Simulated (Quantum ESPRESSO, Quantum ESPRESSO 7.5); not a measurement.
# Ba(100): thickness series by an ASE script

Wanted: a thickness series of Ba(100), driven from Python.

Main program and level: Quantum ESPRESSO 7.5; plane-wave DFT, PBE, GBRV ultrasoft pseudopotentials.

**What experiment says.**

“Anisotropic work function of elemental crystals” (2019, arxiv:1902.07811) quotes from earlier work for Ba (polycrystalline sample, no single face): work function, loosely compared (polycrystalline sample, no single face) 2.53 eV.

Most raw output is cut from this account.

### Step 1. The structure

The cell holds 8 atoms: 8 Ba. Its edges and angles: a = 5.020 Å, b = 5.020 Å, c = 32.570 Å, α = 90.0°, β = 90.0°, γ = 90.0°. It derives from Ba. Vacuum lies along c.

Structure file:

```xyz
8
Lattice="5.0200 0.0000 0.0000 0.0000 5.0200 0.0000 0.0000 0.0000 32.5700" Properties=species:S:1:pos:R:3
Ba    2.5100    2.5100    7.5000
Ba    0.0000    0.0000   10.0100
Ba    2.5100    2.5100   12.5200
Ba    0.0000    0.0000   15.0300
Ba    2.5100    2.5100   17.5400
Ba    0.0000    0.0000   20.0500
Ba    2.5100    2.5100   22.5600
Ba    0.0000    0.0000   25.0700
```

### Step 2. Running the series

ASE writes the inputs, starts pw.x and reads the results. Under ESM bc1 the zero of energy of a symmetric slab is the vacuum, so the work function is minus the Fermi level.

Input file run.py:

```python
import json
import numpy as np
from ase.build import bcc100
from ase.calculators.espresso import Espresso, EspressoProfile

profile = EspressoProfile(command='mpirun -n 4 pw.x -nk 4', pseudo_dir='../pseudo')
pseudopotentials = {'Ba': 'ba_pbe_v1.uspp.F.UPF'}
system = {'ecutwfc': 40, 'ecutrho': 200, 'occupations': 'smearing', 'smearing': 'mv', 'degauss': 0.02}


def calculator(name, kpts, **extra):
    data = dict(control=dict(tprnfor=True, verbosity='high', disk_io='none'),
                system=system | extra,
                electrons=dict(conv_thr=1e-07, mixing_beta=0.4, mixing_mode='local-TF',
                               electron_maxstep=100))
    return Espresso(profile=profile, directory=name, pseudopotentials=pseudopotentials, kpts=kpts, input_data=data)


def centre(atoms):
    z = atoms.positions[:, 2]
    atoms.positions[:, 2] -= (z.max() + z.min()) / 2  # ESM wants the slab about z = 0
    return atoms


rows = []
for n in [3, 4, 5, 6, 7, 8]:
    slab = centre(bcc100('Ba', size=(1, 1, n), a=5.02, vacuum=7.5, periodic=True))
    slab.set_initial_magnetic_moments([0.0] * n)
    slab.calc = calculator(f'n{n}', (6, 6, 1), assume_isolated='esm', esm_bc='bc1')
    energy = slab.get_potential_energy()
    work = -slab.calc.get_fermi_level()
    force = slab.get_forces()[-1, 2]
    rows.append([n, energy, work, force])
    print(f'{n} layers: E = {energy:.5f} eV, work function {work:.3f} eV, force on the top atom {force:+.3f} eV/A')

n, energy = np.array(rows)[:, :2].T
slope, offset = np.polyfit(n[1:], energy[1:], 1)
area = np.linalg.norm(np.cross(*slab.cell[:2]))
gamma = offset / (2 * area) * 16.0218
print(f'bulk energy from the slope {slope:.5f} eV an atom; unrelaxed surface energy {gamma:.3f} J/m^2')
json.dump(dict(rows=rows, slope=slope, gamma=gamma), open('result.json', 'w'))
```

Started as:

```sh
$ OMP_NUM_THREADS=1 python run.py
```

It took 23 min on 4 MPI ranks of Arm Neoverse V2, shared host; peak memory 2.9 GiB.

Numbers from this step:

* surface energy: 0.3174 J/m²
* work function of the thickest slab: 2.358 eV

Table of work function by layers:

```
layers  work function (eV)
  3.00                2.35
  4.00                2.35
  5.00                2.36
  6.00                2.36
  7.00                2.36
  8.00                2.36
```

Force on the top atom along the normal against layers:

```
layers  force on the top atom along the normal (eV/Å)
  3.00                                        0.00697
  4.00                                         0.0764
  5.00                                         0.0743
  6.00                                         0.0755
  7.00                                         0.0694
  8.00                                         0.0750
```

Energy less the bulk line's slope against layers:

```
layers  energy less the bulk line's slope (meV)
  3.00                                      990
  4.00                                      996
  5.00                                     1004
  6.00                                      997
  7.00                                      997
  8.00                                      999
```

### Step 3. The script: PBEsol, GBRV ultrasoft

Level of this step: plane-wave DFT, PBEsol, GBRV ultrasoft pseudopotentials (Quantum ESPRESSO 7.5).

run.py, as its differences from the input of step 2:

```diff
@@ -6,3 +6,3 @@
 profile = EspressoProfile(command='mpirun -n 4 pw.x -nk 4', pseudo_dir='../pseudo')
-pseudopotentials = {'Ba': 'ba_pbe_v1.uspp.F.UPF'}
+pseudopotentials = {'Ba': 'ba_pbesol_v1.uspp.F.UPF'}
 system = {'ecutwfc': 40, 'ecutrho': 200, 'occupations': 'smearing', 'smearing': 'mv', 'degauss': 0.02}
```

Started as:

```sh
$ OMP_NUM_THREADS=1 python run.py
```

Wall time 24 min (4 MPI ranks); peak memory 2.9 GiB.

Numbers from this step:

```
surface energy                     : 0.3667 J/m²
work function of the thickest slab : 2.397 eV
```

The work function by layers:

```
layers  work function (eV)
  3.00                2.38
  4.00                2.38
  5.00                2.40
  6.00                2.39
  7.00                2.40
  8.00                2.40
```

Table of force on the top atom along the normal by layers:

```
layers  force on the top atom along the normal (eV/Å)
  3.00                                        -0.0934
  4.00                                        -0.0171
  5.00                                        -0.0155
  6.00                                        -0.0278
  7.00                                        -0.0273
  8.00                                        -0.0334
```

Energy less the bulk line's slope against layers:

```
layers  energy less the bulk line's slope (meV)
  3.00                                     1144
  4.00                                     1151
  5.00                                     1159
  6.00                                     1152
  7.00                                     1152
  8.00                                     1155
```

### Step 4. The arithmetic

γ = (E_N − N e_bulk)/(2A). The excess of the thickest slab is 0.999 eV and A = 25.200 Å²: 0.999/(2 × 25.200) × 16.02 = 0.32 J/m² (1 eV/Å² = 16.02 J/m²); the fit's intercept gives 0.32.

### Step 5. Summary of results

```json
{
 "work function of the thickest slab, PBE, GBRV ultrasoft": "2.36 eV",
 "unrelaxed surface energy, PBE, GBRV ultrasoft": "0.32 J/m²",
 "work function of the thickest slab, PBEsol, GBRV ultrasoft": "2.40 eV",
 "unrelaxed surface energy, PBEsol, GBRV ultrasoft": "0.37 J/m²"
}
```

**Reading.** The thickest slab gives a work function of 2.36 eV and the series an unrelaxed surface energy of 0.32 J/m² (PBE, GBRV ultrasoft). The work function swings by 0.02 eV over 3 to 8 layers and by 0.00 eV over the last step; confined states crossing the Fermi level and the finite mesh both contribute. From 3 layers on it stays within 0.1 eV. The force on the top atom of the thickest slab points outwards (0.07 eV/Å). The slabs are cut from the bulk at the tabulated lattice constant and not relaxed; the surface energy comes from a straight line through the energies of all but the thinnest slab.

Calculation against experiment:

| quantity | measured | PBE, GBRV | PBEsol, GBRV |
| --- | --- | --- | --- |
| work function, loosely compared (polycrystalline sample, no single face) (eV) | 2.53 | 2.36 (-0.17 eV) | 2.40 (-0.13 eV) |

Measured values from arxiv:1902.07811 (2019).

How well it matches: A polycrystal averages over faces, so this is a loose comparison.

[Logs are printed without paths, hosts, clocks, repeated set-up lines and the standing remarks that a program may print on its own settings, such as how far it seeks lower states.]

[Hosts, paths, dates, database ids (printed as entryN), source tags and the programs' standing remarks are cut or masked in the printed files.]

[Maps of the electrostatic potential energy from Ansatz leave out the sawtooth potential of an applied field or a dipole correction, so their vacuum need not be flat; planar profiles and work functions include it.]
